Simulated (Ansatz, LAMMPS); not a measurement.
# Structural relaxation of amorphous polyisobutylene (as short chains C10H22), from a frame at 250 K (128 atoms), part 2 of 2

Wanted: the relaxed structure of amorphous polyisobutylene (as short chains C10H22), from a frame at 250 K (128 atoms) and its electronic structure.

Ansatz 0.2.0; Kohn-Sham DFT, PBE+D3(BJ), PAW (set soft_2), plane waves.

The cell: 40 C and 88 H. The network of contacts between molecules at the start is that of the classical potential that made the cell. The density was typed from a rule of thumb and may lie off the real one at this temperature. Sampling is at Γ alone, for a cell whose shortest periodic width is 10 Å.

So far. Step 4 (Relaxation): The relaxation changed the energy by -29.4 meV/atom, and atoms moved by 0.58 Å r.m.s., 1.3 Å at most.

### 6. Single point at the relaxed geometry

One more single point at the end of the walk gives the fuller output and checks the residual forces.

input.yaml reads:

```yaml
crystal:
  lattice:
    - [10.21753, 0.0, 0.0]
    - [0.0, 10.21753, 0.0]
    - [0.0, 0.0, 10.21753]
  atoms:
    - { symbol: C, position: [0.52266, 0.02566, 0.50643] }
    - { symbol: C, position: [0.47429, 0.09551, 0.38345] }
    - { symbol: C, position: [0.47578, 0.01463, 0.25582] }
    - { symbol: C, position: [0.38771, 0.89324, 0.26861] }
    - { symbol: C, position: [0.6154, 0.96574, 0.22738] }
    - { symbol: C, position: [0.43702, 0.09895, 0.13549] }
    - { symbol: C, position: [0.31366, 0.1875, 0.12795] }
    - { symbol: C, position: [0.29855, 0.22277, 0.98235] }
    - { symbol: C, position: [0.18742, 0.12011, 0.17315] }
    - { symbol: C, position: [0.33035, 0.31575, 0.20512] }
    - { symbol: H, position: [0.51639, 0.09134, 0.59133] }
    - { symbol: H, position: [0.46339, 0.93889, 0.52886] }
    - { symbol: H, position: [0.62503, 0.9941, 0.49783] }
    - { symbol: H, position: [0.53301, 0.18474, 0.36815] }
    - { symbol: H, position: [0.37364, 0.12883, 0.40177] }
    - { symbol: H, position: [0.43056, 0.82253, 0.33705] }
    - { symbol: H, position: [0.28931, 0.91685, 0.30416] }
    - { symbol: H, position: [0.37749, 0.84371, 0.17371] }
    - { symbol: H, position: [0.61881, 0.91381, 0.13322] }
    - { symbol: H, position: [0.68543, 0.04729, 0.22222] }
    - { symbol: H, position: [0.64945, 0.89739, 0.30281] }
    - { symbol: H, position: [0.52083, 0.16341, 0.11327] }
    - { symbol: H, position: [0.43138, 0.03022, 0.0524] }
    - { symbol: H, position: [0.38806, 0.26861, 0.94411] }
    - { symbol: H, position: [0.21736, 0.29173, 0.96772] }
    - { symbol: H, position: [0.27882, 0.13512, 0.92333] }
    - { symbol: H, position: [0.1885, 0.10008, 0.27859] }
    - { symbol: H, position: [0.17106, 0.02723, 0.12154] }
    - { symbol: H, position: [0.10275, 0.18361, 0.15352] }
    - { symbol: H, position: [0.25183, 0.38482, 0.1797] }
    - { symbol: H, position: [0.42402, 0.36331, 0.18239] }
    - { symbol: H, position: [0.32603, 0.30028, 0.31109] }
    [... 90 atom lines left out ...]
    - { symbol: H, position: [0.98829, 0.15847, 0.93178] }
    - { symbol: H, position: [0.95208, 0.98997, 0.9544] }
    - { symbol: H, position: [0.85117, 0.10957, 0.02717] }
    - { symbol: H, position: [0.75405, 0.88744, 0.8483] }
    - { symbol: H, position: [0.65062, 0.00829, 0.91656] }
    - { symbol: H, position: [0.65048, 0.98093, 0.74525] }
kpoints:
  mp_grid: { grid: [1, 1, 1] }
hamiltonian:
  xc: pbe
  dispersion: d3bj
scf:
  occupations: { method: gaussian, width: 0.05 }
output:
  forces: true
  stress: true
  populations: true
  dos:
    method: { smearing: { sigma: 0.08 } }
    de: 0.1
    projected: { site_lists: { C: [C], H: [H] } }
  eigenvalues: true
  write_density: true
  write_potential: true
  volumetric_format: npy
  elf: true
```

Command:

```bash
$ ansatz run input.yaml --threads 4 --pin off --max-ram 8192MiB --backend cpu --events-out ev --progress --plain --runs-dir out
```

The job ended after 11 s (4 threads of Arm Neoverse V1, shared host; peak memory 1.1 GiB; 41 s of CPU time).

The program notes that the exchange-correlation potential is rough where the density is thin.

The run gave:

```yaml
free_energy: -11463.1733 eV
free_energy_per_atom: -89.5560 eV/atom
scf_cycles: 8
pressure: -0.03873 GPa
r_m_s_force_component: 0.00541 eV/Å
longest_force: 0.03332 eV/Å
fermi_energy: 1.07 eV
spacing_of_highest_filled_and_lowest_empty_level: 5.893 eV
spilling_of_the_projection: 0.01068
```

Löwdin charges by element (they lack the spilled electrons, 0.021 e an atom on average):

| element | coordination | atoms | mean charge (e) | spread | least | most |
| --- | --- | --- | --- | --- | --- | --- |
| C | all | 40 | -0.305 | 0.211 | -0.456 | 0.0999 |
| H | all | 88 | 0.169 | 0.0061 | 0.154 | 0.186 |

States in the cell by windows of 1 eV, zero at the Fermi level; the larger projections on atomic orbitals stand beside the total:

| from (eV) | to (eV) | total | C p | H s | C s |
| --- | --- | --- | --- | --- | --- |
| -18 | -17 | 0.5 | 0.1 | 0.1 | 0.4 |
| -17 | -16 | 14.0 | 1.8 | 2.6 | 9.4 |
| -16 | -15 | 1.5 | 0.2 | 0.3 | 0.9 |
| -15 | -14 | 8.0 | 1.1 | 2.2 | 4.6 |
| -14 | -13 | 12.5 | 2.3 | 4.0 | 6.0 |
| -13 | -12 | 19.5 | 3.5 | 6.2 | 9.6 |
| -12 | -11 | 8.0 | 2.0 | 2.6 | 3.3 |
| -11 | -10 | 0.0 | 0.0 | 0.0 | 0.0 |
| -10 | -9 | 8.5 | 3.9 | 2.0 | 2.4 |
| -9 | -8 | 7.5 | 3.7 | 2.1 | 1.7 |
| -8 | -7 | 24.8 | 17.5 | 6.3 | 0.5 |
| -7 | -6 | 31.5 | 21.4 | 9.2 | 0.5 |
| -6 | -5 | 33.4 | 21.1 | 11.7 | 0.3 |
| -5 | -4 | 40.1 | 25.1 | 14.5 | 0.2 |
| -4 | -3 | 34.6 | 25.2 | 8.7 | 0.5 |
| -3 | -2 | 3.7 | 2.9 | 0.8 | 0.1 |
| -2 | 2 | 0.0 | 0.0 | 0.0 | 0.0 |
| 2 | 3 | 1.8 | 0.1 | 0.8 | 0.5 |
| 3 | 4 | 4.7 | 0.6 | 1.8 | 0.8 |
| 4 | 5 | 23.9 | 4.4 | 9.1 | 3.1 |

The curve was stored every 0.100 eV, coarse against its broadening of 0.08 eV, so these counts are rough.

The levels nearest the highest filled one (over half full), pooled over k-points and spins:

| level less the highest filled one (eV) | occupation |
| --- | --- |
| -0.351 | 2 |
| -0.315 | 2 |
| -0.103 | 2 |
| -0.0602 | 2 |
| -0.0254 | 2 |
| 0 | 2 |
| 5.89 | 0 |
| 6.75 | 0 |
| 6.82 | 0 |
| 7.01 | 0 |
| 7.09 | 0 |
| 7.11 | 0 |

ELF in the bc plane at fractional x = 0.435, with atoms of C and H within 0.2 Å of it. It is the smooth field of the valence electrons, not physical close to the nuclei.

Ten even steps from '0' (0.01 × 1e-1) to '9' (9.96 × 1e-1), each cell a mean:
```
66300169981038874355102565101
00000389982002346886335788400
00000279850000015755765687410
00000024300143235525972365200
00000000000255447865776787410
00000000000012235653348999720
00000000353100122210027999610
01341003899742222100001464100
13674004999965652124652000011
44675003999833763248997201687
64442000467633541259998204999
64310000026898620147886105999
44443200028999710134421001576
35677520006999710143100221011
35567630000355200121005997200
57665410000000000000049999633
67642100121100000000058998677
55530000246641000000024675688
68863101489995000000003576677
68755411499994000000004898523
56215520279951000121001686201
99745410024300223444200132015
99953100000016765666410000039
99830014530059984255300010018
```
Columns run along b (10.2 Å), rows up along c (10.2 Å). Atoms in or near the plane, at fractional coordinates: C at (0.10, 0.14), H at (0.82, 0.34), H at (0.03, 0.05), H at (0.36, 0.18), C at (0.44, 0.57), C at (0.63, 0.85), C at (0.59, 0.99), C at (0.78, 0.85), H at (0.71, 0.57), H at (0.34, 0.63), H at (0.42, 0.47), H at (0.82, 0.75).

Electrostatic potential energy in the bc plane at fractional x = 0.435, with atoms of C and H within 0.2 Å of it. With pseudopotentials it is smooth inside the atoms' cores, unlike the true potential.

Ten even steps from '_' (-46 eV) to '@' (5 eV), each cell a mean:
```
@@@@@@@@@@@@@@%%%%@@@@@@@@@@%%**..__::%%@@@@@@@@@@@@@@@@@@
@@@@@@@@@@@@@@%%%%@@@@@@@@@@@@%%##++**%%@@%%%%%%%%@@@@@@@@
@@@@@@@@@@@@@@@@@@@@@@@@@@@@@@@@%%==..--##++::::**@@@@@@@@
@@@@@@@@@@@@@@@@@@@@@@@@@@@@@@@@##..____++--____==%%@@@@@@
@@@@@@@@@@@@@@@@@@@@@@@@@@@@@@@@%%++::==##**::::**@@@@@@@@
@@@@@@@@@@@@@@@@@@@@@@@@@@@@@@@@%%%%%%%%@@@@%%--::%%@@@@@@
@@@@@@@@@@@@@@@@@@@@@@@@@@@@@@@@@@@@@@@@@@@@@@**++%%@@@@@@
@@@@@@@@@@@@@@@@@@%%%%@@@@@@@@@@@@@@@@@@@@@@@@@@@@@@@@@@@@
@@@@@@@@@@@@@@@@@@==::**++++##%%@@@@@@@@@@@@@@@@@@@@@@@@@@
@@@@@@@@@@@@@@@@@@##==--____==%%@@@@@@%%++**@@@@@@@@@@@@@@
@@@@@@@@@@@@@@@@@@@@%%==____==%%@@@@%%##--++@@@@@@@@%%**%%
%%%%@@@@@@@@@@@@@@@@@@##==++%%@@@@@@@@%%%%%%@@@@@@@@%%++##
@@%%%%@@@@@@@@@@@@@@@@++..**@@@@@@@@@@@@@@@@@@@@@@@@@@@@@@
@@##++++##@@@@@@@@@@@@%%##%%@@@@@@@@@@@@@@@@@@@@@@@@@@@@@@
@@**..__++@@@@@@@@@@@@@@@@@@@@@@@@@@@@@@@@@@@@%%%%@@@@@@@@
%%##====##@@@@@@@@@@@@@@@@@@@@@@@@@@@@@@@@@@%%--::##%%@@@@
++**##%%@@@@@@@@@@@@@@@@@@@@@@@@@@@@@@@@@@@@@@**++++++####
__::##@@@@@@@@@@@@@@@@@@@@@@@@@@@@@@@@@@@@@@@@@@##--::++==
--++##%%@@@@@@@@@@%%**##@@@@@@@@@@@@@@@@@@@@@@@@%%##**##**
%%**::::++%%@@@@@@%%::==@@@@@@@@@@@@@@@@@@@@@@@@@@@@@@@@@@
%%==____::%%@@@@@@@@##%%@@@@@@@@@@@@@@@@@@@@@@@@@@@@@@@@@@
##==::..++%%@@@@@@@@@@@@@@@@@@@@@@@@@@@@@@@@@@@@@@@@@@@@@@
--..**%%%%@@@@@@@@@@@@@@@@@@@@%%**++##@@@@@@@@@@@@@@@@@@@@
####@@@@@@@@@@@@@@@@@@@@@@@@%%**..__::%%@@@@@@@@@@@@@@@@@@
```
Columns run along b (10.2 Å; values clipped at the 3rd and 97th percentile), rows up along c (10.2 Å). Atoms in or near the plane, at fractional coordinates: C at (0.10, 0.14), H at (0.82, 0.34), H at (0.03, 0.05), H at (0.36, 0.18), C at (0.44, 0.57), C at (0.63, 0.85), C at (0.59, 0.99), C at (0.78, 0.85), H at (0.71, 0.57), H at (0.34, 0.63), H at (0.42, 0.47), H at (0.82, 0.75).

Mean Löwdin charges: C -0.31, H +0.17 e (they miss 1.1 % of the electrons, so they add up to more than the cell's charge). The largest share in the top eV of filled states is C p (74 % of the projected weight), and in the lowest eV of empty states H s (55 % of the projected weight).

A closer look about C65, picked at random: 15 atoms, nearest first, numbered in the order of the input, with positions taken from that point.

| atom | x | y | z | distance (Å) | bonds | Löwdin charge (e) |
| --- | --- | --- | --- | --- | --- | --- |
| C65 | 0.00 | 0.00 | 0.00 | 0.00 | 4 | -0.45 |
| H77 | -0.99 | -0.29 | -0.39 | 1.10 | 1 | 0.18 |
| H76 | -0.07 | 0.04 | 1.09 | 1.10 | 1 | 0.17 |
| H75 | 0.70 | -0.81 | -0.26 | 1.10 | 1 | 0.17 |
| C66 | 0.43 | 1.33 | -0.60 | 1.52 | 4 | -0.26 |
| H79 | 0.37 | 1.26 | -1.70 | 2.15 | 1 | 0.17 |
| H78 | -0.30 | 2.11 | -0.31 | 2.15 | 1 | 0.16 |
| C67 | 1.84 | 1.85 | -0.24 | 2.62 | 4 | 0.09 |
| H87 | 1.98 | 0.97 | 1.70 | 2.79 | 1 | 0.16 |
| H83 | 2.82 | -0.11 | -0.24 | 2.83 | 1 | 0.17 |
| H118 | -2.13 | -1.89 | 0.26 | 2.86 | 1 | 0.16 |
| H116 | 0.03 | -2.88 | 0.81 | 3.00 | 1 | 0.17 |
| H86 | 0.95 | 2.38 | 1.65 | 3.05 | 1 | 0.16 |
| C70 | 1.92 | 1.99 | 1.30 | 3.06 | 4 | -0.28 |
| C69 | 2.89 | 0.85 | -0.77 | 3.11 | 4 | -0.46 |

The column of bonds counts only the pairs H-C within 1.34 Å, C-C within 1.85 Å; other neighbours, such as metal atoms beside each other in a compound, aren't counted, and periodic images can show an atom twice.

### 7. Other settings

Changed here: scf.occupations.method = "tetrahedron_uncorrected" and scf.occupations.width removed.

input.yaml reads:

```yaml
crystal:
  lattice:
    - [10.21753, 0.0, 0.0]
    - [0.0, 10.21753, 0.0]
    - [0.0, 0.0, 10.21753]
  atoms:
    [... the 128 atom lines of step 3 ...]
kpoints:
  mp_grid: { grid: [1, 1, 1] }
hamiltonian:
  xc: pbe
  dispersion: d3bj
scf:
  occupations: { method: tetrahedron_uncorrected }
output:
  forces: true
  stress: true
  populations: intrinsic
  dos:
    method: { smearing: { sigma: 0.15 } }
    de: 0.1
    projected: { site_lists: { C: [C], H: [H] } }
  eigenvalues: true
```

Elapsed: 10 s, on 4 threads; peak memory 1.1 GiB; 40 s of CPU time.

Notices of the run: tetrahedra set aside.

The program set the tetrahedra aside and kept another filling, so they aren't tested. Forces differ from those of the single point at the start by 0.001 meV/Å r.m.s., 2.0e-4 % of their size. It took 1.00 times the reference's time (shared host, so rough). The change had no effect here: energy, forces and cycles are those of the reference.

### 8. Outcome

```yaml
energy_change_in_the_relaxation: -29.41 meV/atom
r_m_s_displacement: 0.576 Å
largest_displacement: 1.292 Å
free_energy_per_atom: -89.5560 eV/atom
pressure: -0.03873 GPa
r_m_s_force_component: 0.00541 eV/Å
spacing_of_highest_filled_and_lowest_empty_level: 5.893 eV
wall_time_of_the_4_dft_runs: 2 min
```

Relaxation lowers the energy by 29.4 meV/atom and moves atoms by 0.58 Å r.m.s.; the r.m.s. force component goes from 0.71 to 0.0054 eV/Å, the pressure goes from 1.8 to -0.039 GPa, and the gap from 5.68 to 5.89 eV. By the final cutoffs no bond was broken or made. First to last step the energy falls by 3.764 eV; the largest move, 1.29 Å, is that of H76. The C-C bonds change most in mean length: from 1.532 Å (spread 0.026) to 1.541 Å (spread 0.009). Counting bonds as in the table, all C atoms have 4 and all H atoms have 1 bonded neighbour. Between filled and empty levels lie 5.89 eV (at Γ alone); a semilocal functional tends to put such gaps too low. In a disordered cell it changes from sample to sample, and tail or defect levels can set it.

**Limits.** The network of contacts between molecules at the start is that of the classical potential that made the cell; in DFT atoms moved by 0.58 Å r.m.s.

[Logs are printed without paths, hosts, clocks, repeated set-up lines and the standing remarks that a program may print on its own settings, such as how far it seeks lower states.]

[Hosts, paths, dates, database ids (printed as entryN), source tags and the programs' standing remarks are cut or masked in the printed files.]
